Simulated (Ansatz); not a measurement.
# SnPb2 (model cell, started as cuprite): following an unstable mode

Which phase does SnPb2 (model cell, started as cuprite) fall into along its unstable mode, and how much energy does it gain?

Main program and level: Ansatz 0.2.0; DFT PBEsol, scalar-relativistic, plane waves, norm-conserving pseudopotentials.

The structure was built from a prototype and need not be the compound's stable phase.

### Step 1. Starting point

Symmetry: Pn-3m, No. 224, cubic system. Conventional cell: a = 6.567 Å, b = 6.567 Å, c = 6.567 Å, α = 90.00°, β = 90.00°, γ = 90.00°. Sn has 4 Pb at 2.84 Å nearest. Nearest to Pb lie 2 Sn at 2.84 Å. Farther neighbours, and contacts between anions beyond the nearest, are not listed.

### Step 2. Modes at Γ

The zone centre is the only wavevector solved here; it holds the modes that light can see. No field response is asked, since the mesh shows no gap.

input.yaml reads:

```yaml
crystal:
  lattice:
    - [6.5672936291, 0.0, 0.0]
    - [0.0, 6.5672936291, 0.0]
    - [0.0, 0.0, 6.5672936291]
  atoms:
    - { symbol: Sn, position: [0.0, 0.0, 0.0] }
    - { symbol: Sn, position: [0.5, 0.5, 0.5] }
    - { symbol: Pb, position: [0.25, 0.25, 0.25] }
    - { symbol: Pb, position: [0.75, 0.75, 0.25] }
    - { symbol: Pb, position: [0.75, 0.25, 0.75] }
    - { symbol: Pb, position: [0.25, 0.75, 0.75] }
kpoints:
  mp_grid: { grid: [6, 6, 6] }
hamiltonian:
  xc: pbesol
  pseudopotentials: { kind: nc }
scf:
  occupations: { method: methfessel_paxton, width: 0.2 }
output:
  eigenvalues: true
phonons:
  method: dfpt
```

Started as:

```console
> ansatz run input.yaml --threads 8 --pin off --max-ram 14336MiB --backend cpu --events-out ev --progress --plain --runs-dir out
```

Log:

```text
Engine: ansatz 0.2.0, aarch64-unknown-linux-gnu
Pseudopotentials: kind: nc
Pseudopotential: Sn, nc, valence charge 14, recommended cutoff 979.609905 eV (normal), Sn.nc.azcp (PseudoDojo's, or run here from an input of PseudoDojo's: the run reads no file of this project's for it)
Pseudopotential: Pb, nc, valence charge 14, recommended cutoff 850 eV (normal), Pb.nc.azcp (PseudoDojo's, or run here from an input of PseudoDojo's: the run reads no file of this project's for it)
Functional definition: PBEsol
  exchange = pbesol_x
  correlation = pbesol_c
Crystal: 6 atoms, lattice volume = 283.243 Å³
Basis set: ecut = 979.609905 eV, 19597 PW (Γ), exchange–correlation on 144×144×144 points (8 copies of the dense FFT grid, shifted against one another)
Bands: 51, of which v1, the nominal top of the filled ones, is band 42 counted from 1 (41 counted from 0)
Symmetry: 48 space group operations
k-points: 68 of 216 (irreducible under 2 space group operations, time reversal used)
Non-local potential: Sn, projectors of the file, l = 0: 2, l = 1: 2, l = 2: 2, l = 3: 2
Non-local potential: Pb, projectors of the file, l = 0: 3, l = 1: 2, l = 2: 2, l = 3: 1
Initial density: superposition of atomic densities (chi_scale 0.1, normalization cell, long waves kept (reshape's long-wave potential 0.00 eV rms))
Initial wavefunctions: pseudopotential atomic-orbital guess
Functional: x = pbesol(κ = 0.804, μ = 0.123457), c = pbesol(β = 0.046)
SCF iter   1: F=—  HF=-11872.045181 eV  |F-HF|=—  |Δ(HF+E_count)|=         —  Δρ=2.20e-2  dr2=4.51e0  ethr=3.10e-3  ⟨swp⟩=7.3  Hψ=12629  notcnv=0
preconditioner: auto → LDOS  [metal: Δε(μ)=0.071 eV  Ē_g=13.794 eV  σ=0.200 eV  W_gap=0.30  n_scr=56 (ndim 8)  ℏωp=17.7 eV  f_vac=0.027  D(μ)=4.99/eV (n_scr^D=26)  β→1.0]
SCF iter   2: F=—  HF=-11870.658972 eV  |F-HF|=—  |Δ(HF+E_count)|=    1.39e0  S|Δr|=    0.00e0  Δρ=7.77e-3  dr2=2.12e-1  ethr=3.10e-3  ⟨swp⟩=4.0  Hψ=7682  notcnv=0  defer=74
SCF iter   3: F=—  HF=-11870.600163 eV  |F-HF|=—  |Δ(HF+E_count)|=   5.88e-2  S|Δr|=    0.00e0  Δρ=3.19e-3  dr2=2.12e-2  ethr=2.52e-4  ⟨swp⟩=2.0  Hψ=5301  notcnv=0  defer=74
SCF iter   4: F=—  HF=-11870.591239 eV  |F-HF|=—  |Δ(HF+E_count)|=   8.92e-3  S|Δr|=    0.00e0  Δρ=3.49e-4  dr2=3.11e-4  ethr=2.52e-5  ⟨swp⟩=2.1  Hψ=5593  notcnv=0  defer=74
SCF iter   5: F=—  HF=-11870.591290 eV  |F-HF|=—  |Δ(HF+E_count)|=   5.03e-5  S|Δr|=    0.00e0  Δρ=7.77e-5  dr2=2.24e-5  ethr=3.70e-7  ⟨swp⟩=2.0  Hψ=6344  notcnv=0  defer=74
SCF iter   6: F=—  HF=-11870.591306 eV  |F-HF|=—  |Δ(HF+E_count)|=   1.60e-5  S|Δr|=    0.00e0  Δρ=1.90e-5  dr2=1.02e-6  ethr=2.67e-8  ⟨swp⟩=2.2  Hψ=6272  notcnv=0  defer=74
SCF iter   7: F=—  HF=-11870.591622 eV  |F-HF|=—  |Δ(HF+E_count)|=   3.17e-4  S|Δr|=    0.00e0  Δρ=4.60e-6  dr2=2.81e-8  ethr=1.22e-9  ⟨swp⟩=2.0  Hψ=4398  notcnv=0  defer=74
SCF iter   8: F=—  HF=-11870.591622 eV  |F-HF|=—  |Δ(HF+E_count)|=   6.09e-9  S|Δr|=    0.00e0  Δρ=6.47e-7  dr2=1.01e-9  ethr=3.35e-11  ⟨swp⟩=2.0  Hψ=6280  notcnv=0  defer=74
SCF iter   9: F=—  HF=-11870.591622 eV  |F-HF|=—  |Δ(HF+E_count)|=  8.37e-11  S|Δr|=    0.00e0  Δρ=1.05e-7  dr2=1.96e-11  ethr=1.20e-12  ⟨swp⟩=3.0  Hψ=6646  notcnv=0  defer=74
SCF iter  10: F=-11870.591622 eV  HF=-11870.591622 eV  |F-HF|=1.82e-12  |Δ(HF+E_count)|=  7.28e-12  S|Δr|=    0.00e0  Δρ=9.25e-9  dr2=2.32e-13  ethr=1.00e-12  ⟨swp⟩=15.2  Hψ=18192  notcnv=0
SCF 1 converged in 10 iterations: F = -11870.591622 eV  dr2 = 2.32e-13
DFPT response loops at Γ: preconditioner auto → Kerker (q_TF=auto, 2.228 Å⁻¹) (partly filled bands, converged f_vac=0.020); β = 1.00, the filter's whole step (`scf.mixing.beta` (0.50) is not read by the response loops under this deck's `scf.mixing.preconditioner`; to damp them name `kerker` or `kerker_dos`, under which they read `scf.mixing.beta`, and type it under 1.00, their step now; both keys bind the ground state too); Broyden in place of MSR1
SCF converged after 10 iterations
Stability not checked: this state was not tested for a lower state beside it, because cold or Methfessel-Paxton smearing, or corrected tetrahedra, fill the levels in a way that the test cannot read (fill_not_monotonic; see scf.lower_state_search)
Free energy (F): -11870.591622 eV
Harris-Foulkes:  -11870.591622 eV  (|F-HF|=1.82e-12)
Internal energy: -11870.599584 eV  (E = F + TS)
E sigma→0 (E₀):  -11870.593613 eV
Entropy (-TS):   0.007962 eV (1.327 meV/atom)
Fermi energy:    5.346822 eV
--- Per-component energies (eV) ---
  E_band       = -777.757236
  E_kinetic    = 6293.315940
  E_local      = -8971.478146  (includes V_loc(G=0)·N_el)
  E_nonlocal   = -3226.672374
  E_hartree    = 3515.236424
  E_xc         = -3287.008760
  E_vxc        = -1903.395526  (∫ρ·V_xc dr)
  E_ewald      = -6193.992669
  E_smearing   = 0.007962  (= −TS)
  E_closure    = 0.000000  (closes the sum)
  Σ components = -11870.591622   (vs F -11870.591622, Δ=0.00e0)
--- Band table (eV; the first three rows and the last of 68) ---
  k-point 0: bands = [... 38 lower, 2.9768, 3.9920, 3.9920, 6.1784, 6.1784, 6.1784, 6.5537, 6.5537, ... 5 higher]
  k-point 1: bands = [... 38 lower, 3.5450, 4.0847, 4.0904, 5.8328, 5.8328, 5.9076, 6.5986, 6.7301, ... 5 higher]
  k-point 2: bands = [... 38 lower, 4.3452, 4.3531, 4.3581, 5.3498, 5.6316, 5.6316, 6.2427, 6.4122, ... 5 higher]
  k-point 67: bands = [... 38 lower, 2.2297, 5.3163, 5.3163, 5.3163, 6.9267, 6.9267, 7.2049, 7.2049, ... 5 higher]
--- Phonons (Γ-DFPT): 2 representative perturbations + reference, on 68 of 216 k-points (Σ response iterations 9) ---
  k mesh reduced under 2 symmetry operations, with k and −k counted as one. Each operation leaves every solved perturbation unchanged. A smaller set is not used because it would not reduce the number of displacements times k-points to solve
  ASR residual: 4.395e-4 → 0.000e0 eV/Å²; symmetrization residual: 1.888e-4 eV/Å²
  ASR residual per site (eV/Å²): 4.40e-4 4.40e-4 2.64e-4 2.64e-4 2.64e-4 2.64e-4
  Γ frequencies (cm⁻¹): -51.84 -51.84 -47.34 -47.34 -47.34 -46.84 -46.84 -46.84 0.00 0.00 0.00 102.93 102.93 102.93 109.01 157.55 157.55 157.55
  non-analytic LO–TO correction: not included (Born effective charges unavailable; polar crystals: no LO–TO splitting at Γ)
```

It took 4.9 min on 8 threads of Arm Neoverse N1, shared host; peak memory 9 GiB; 38 min of CPU time.

Read from the output:

| Quantity | Value |
| --- | --- |
| volume per atom | 47.21 Å³ |
| gap on the k-mesh | 0 eV |
| sum-rule residual before enforcement | 4.40e-4 eV/Å² |
| point group | m-3m |
| highest optical mode at the zone centre (no LO-TO term) | 157.6 cm⁻¹ |
| lowest optical zone-centre mode | -51.84 cm⁻¹ |

Patterns of degenerate modes are one choice out of their space. Modes at Γ, with each element's share of the kinetic energy (negative means imaginary):

```csv
mode,frequency (cm⁻¹),symmetry,Sn %,Pb %
1,-51.8,Eu,0,100
2,-51.8,Eu,0,100
3,-47.3,T1u,30,70
4,-47.3,T1u,30,70
5,-47.3,T1u,30,70
6,-46.8,T2u,0,100
7,-46.8,T2u,0,100
8,-46.8,T2u,0,100
9,0.0,acoustic,22,78
10,0.0,acoustic,22,78
11,0.0,acoustic,22,78
12,102.9,T2g,100,0
13,102.9,T2g,100,0
14,102.9,T2g,100,0
15,109.0,A2u,0,100
16,157.6,T1u,48,52
17,157.6,T1u,48,52
18,157.6,T1u,48,52
```

Displacements in mode 1 (-51.8 cm⁻¹), the largest set to 1:
```
Sn1  0.00  0.00  0.00
Sn2  0.00  0.00  0.00
Pb3  0.13  0.87 -1.00
Pb4 -0.13 -0.87 -1.00
Pb5 -0.13  0.87  1.00
Pb6  0.13 -0.87  1.00
```

Displacements in mode 17 (157.6 cm⁻¹), the largest set to 1:
```
Sn1  0.00  0.84  1.00
Sn2  0.00  0.84  1.00
Pb3 -0.62 -0.58 -0.57
Pb4  0.06  0.10  0.00
Pb5 -0.06  0.10  0.00
Pb6  0.62 -0.58 -0.57
```

Before it was imposed, the acoustic sum rule was missed by 4.4e-4 eV/Å². Small misses are needed for a sound result but don't prove that mesh and cutoff are converged. The lowest optical mode is imaginary, 51.8i cm⁻¹, so the energy falls along it.

### Step 3. The mode frozen in, largest atomic shift 0 Å

The mode followed lies at Γ with frequency 51.8i cm⁻¹ and is 2-fold degenerate, the softest among the wavevectors solved. At small amplitude the pattern taken leaves space group no. 93 by a symmetry search on the positions. The undistorted cell that holds it gives the zero of energy on the same k mesh.

input.yaml, as its differences from that of step 2:

```diff
@@ -20,4 +20,4 @@
 output:
+  forces: true
+  stress: true
   eigenvalues: true
-phonons:
-  method: dfpt
```

Log:

```text
[...]
Crystal: 6 atoms, lattice volume = 283.243 Å³
Basis set: ecut = 979.609905 eV, 19597 PW (Γ), exchange–correlation on 144×144×144 points (8 copies of the dense FFT grid, shifted against one another)
Bands: 51, of which v1, the nominal top of the filled ones, is band 42 counted from 1 (41 counted from 0)
Symmetry: 48 space group operations
[...]
k-points: 20 of 216
[...]
k-point 0: bands = [... 38 lower, 2.9768, 3.9920, 3.9920, 6.1785, 6.1785, 6.1785, 6.5537, 6.5537, ... 5 higher]
  k-point 1: bands = [... 38 lower, 3.5450, 4.0848, 4.0904, 5.8328, 5.8328, 5.9076, 6.5987, 6.7301, ... 5 higher]
  k-point 2: bands = [... 38 lower, 4.3452, 4.3531, 4.3581, 5.3498, 5.6316, 5.6316, 6.2427, 6.4122, ... 5 higher]
  k-point 19: bands = [... 38 lower, 2.2298, 5.3163, 5.3163, 5.3163, 6.9267, 6.9267, 7.2049, 7.2049, ... 5 higher]
[key lines of the parts left out:]
SCF converged after 7 iterations
Free energy (F): -11870.591622 eV
Fermi energy:    5.346846 eV
P = ⅓ Tr σ = -0.0022 GPa (-0.022 kbar)
```

It took 13 s on 8 threads; peak memory 2.5 GiB; 99 s of CPU time.

This step gave:

| Quantity | Value |
| --- | --- |
| pressure | -0.002205 GPa |
| energy from the undistorted cell | 0 meV/atom |

The run ends at a pressure of 0.00 GPa.

### Step 4. The mode frozen in, largest atomic shift 0.6 Å

The atoms are moved along the unstable eigenvector, the largest shift by 0.6 Å, with the cell fixed.

input.yaml, the sections that differ from step 3:

```yaml
crystal:
  lattice:
    - [6.5672936291, 0.0, 0.0]
    - [0.0, 6.5672936291, 0.0]
    - [0.0, 0.0, 6.5672936291]
  atoms:
    - { symbol: Sn, position: [0.0, 0.0, 0.0] }
    - { symbol: Sn, position: [0.5, 0.5, 0.5] }
    - { symbol: Pb, position: [0.3146025734, 0.25, 0.1853974266] }
    - { symbol: Pb, position: [0.6853974266, 0.75, 0.1853974266] }
    - { symbol: Pb, position: [0.6853974266, 0.25, 0.8146025734] }
    - { symbol: Pb, position: [0.3146025734, 0.75, 0.8146025734] }
# kpoints, hamiltonian, scf, output: as in step 3
```

Log:

```text
[...]
Crystal: 6 atoms, lattice volume = 283.243 Å³
Basis set: ecut = 979.609905 eV, 19597 PW (Γ), exchange–correlation on 144×144×144 points (8 copies of the dense FFT grid, shifted against one another)
Bands: 51, of which v1, the nominal top of the filled ones, is band 42 counted from 1 (41 counted from 0)
Symmetry: 8 space group operations
[...]
k-point 0: bands = [... 38 lower, 3.4051, 3.7344, 4.6524, 5.1074, 5.7641, 5.7641, 6.2875, 6.2875, ... 5 higher]
  k-point 1: bands = [... 38 lower, 3.5829, 3.8869, 4.7709, 4.8003, 5.6890, 5.8478, 6.0327, 6.3680, ... 5 higher]
  k-point 2: bands = [... 38 lower, 3.6809, 4.2682, 4.5252, 5.0536, 5.4877, 5.5614, 5.6228, 6.8029, ... 5 higher]
  k-point 39: bands = [... 38 lower, 2.5945, 4.7362, 4.7362, 5.6515, 6.7428, 6.8639, 6.8639, 7.3470, ... 5 higher]
[key lines of the parts left out:]
SCF converged after 7 iterations
Free energy (F): -11871.977756 eV
Fermi energy:    5.241127 eV
P = ⅓ Tr σ = -0.8908 GPa (-8.908 kbar)
```

The job ended after 33 s (8 threads; peak memory 2.5 GiB).

Read from the output:

| Item | Value |
| --- | --- |
| pressure | -0.8908 GPa |
| energy from the undistorted cell | -230.6 meV/atom |

The energy, extrapolated to zero smearing, is -230.64 meV/atom against the undistorted cell.

The run ends at a pressure of -0.89 GPa, with forces up to 0.77 eV/Å.

### Step 5. Energy along the mode, all amplitudes (two of the runs are shown above)

An imaginary frequency means negative curvature, so the energy should fall and then rise again as anharmonic terms take over.

This step gave:

```yaml
depth_at_the_lowest_point_sampled: 230.6 meV/atom
largest_atomic_shift_at_that_point: 0.6 Å
```

The energy from the parent by largest atomic shift:

```csv
largest atomic shift (Å),energy from the parent (meV/atom)
0.000,0
0.040,-1.09
0.080,-4.32
0.140,-13.4
0.220,-35.1
0.320,-78.0
0.450,-149
0.600,-231
```

Displacement at unit largest shift by atom:

```
atom   x (Å)  y (Å)   z (Å)   size
 Sn1   0.000  0.000   0.000  0.000
 Sn2   0.000  0.000   0.000  0.000
 Pb3   0.707  0.000  -0.707  1.000
 Pb4  -0.707  0.000  -0.707  1.000
 Pb5  -0.707  0.000   0.707  1.000
 Pb6   0.707  0.000   0.707  1.000
```

The energy still falls at the last step, so the rise lies beyond the steps tried.

(Part 1 of 3 ends here.)

[Long decimals in the printed logs are rounded to 6 places.]

[Logs are printed without paths, hosts, clocks, repeated set-up lines and the standing remarks that a program may print on its own settings, such as how far it seeks lower states.]

[Hosts, paths, dates, database ids (printed as entryN), source tags and the programs' standing remarks are cut or masked in the printed files.]

[Where the starting crystal was built by hand or by swapping elements, it need not be the compound's stable phase.]
